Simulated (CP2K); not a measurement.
Two runs for the N K edge of formylacetonitrile. Run A: CP2K XAS_TDP, all-electron GAPW, PBEh(45%), aug-cc-pVDZ, TDA, no relativity. Run B differs in one setting.

First lines with a strength over 0.0015. A:

```
            atom  energy (eV)  states  strength, one atom
N1 (bonded to C)       395.55       1              0.0544
                       395.83       1              0.0546
                       401.62       1              0.0048
                       401.81       1              0.0041
                       401.99       1              0.0021
```

B:

```
            atom  energy (eV)  states  strength, one atom
N1 (bonded to C)       401.09       1              0.0537
                       401.37       1              0.0539
                       407.16       1              0.0048
                       407.35       1              0.0041
                       407.53       1              0.0021
```

Which was it: scalar relativity switched on, the basis, GW2X switched on, the functional?

GW2X switched on. GW2X shifts an atom's lines together and keeps their spacings. Against PBEh(45%) in aug-cc-pVDZ, the leading line moves by +5.54 eV, to 401.09 eV.

[Banner, clock and machine lines of the logs are left out without a mark of their own.]

[Logs are printed without paths, hosts, clocks, repeated set-up lines and the standing remarks that a program may print on its own settings, such as how far it seeks lower states.]

[Hosts, paths, dates, database ids (printed as entryN), source tags and the programs' standing remarks are cut or masked in the printed files.]
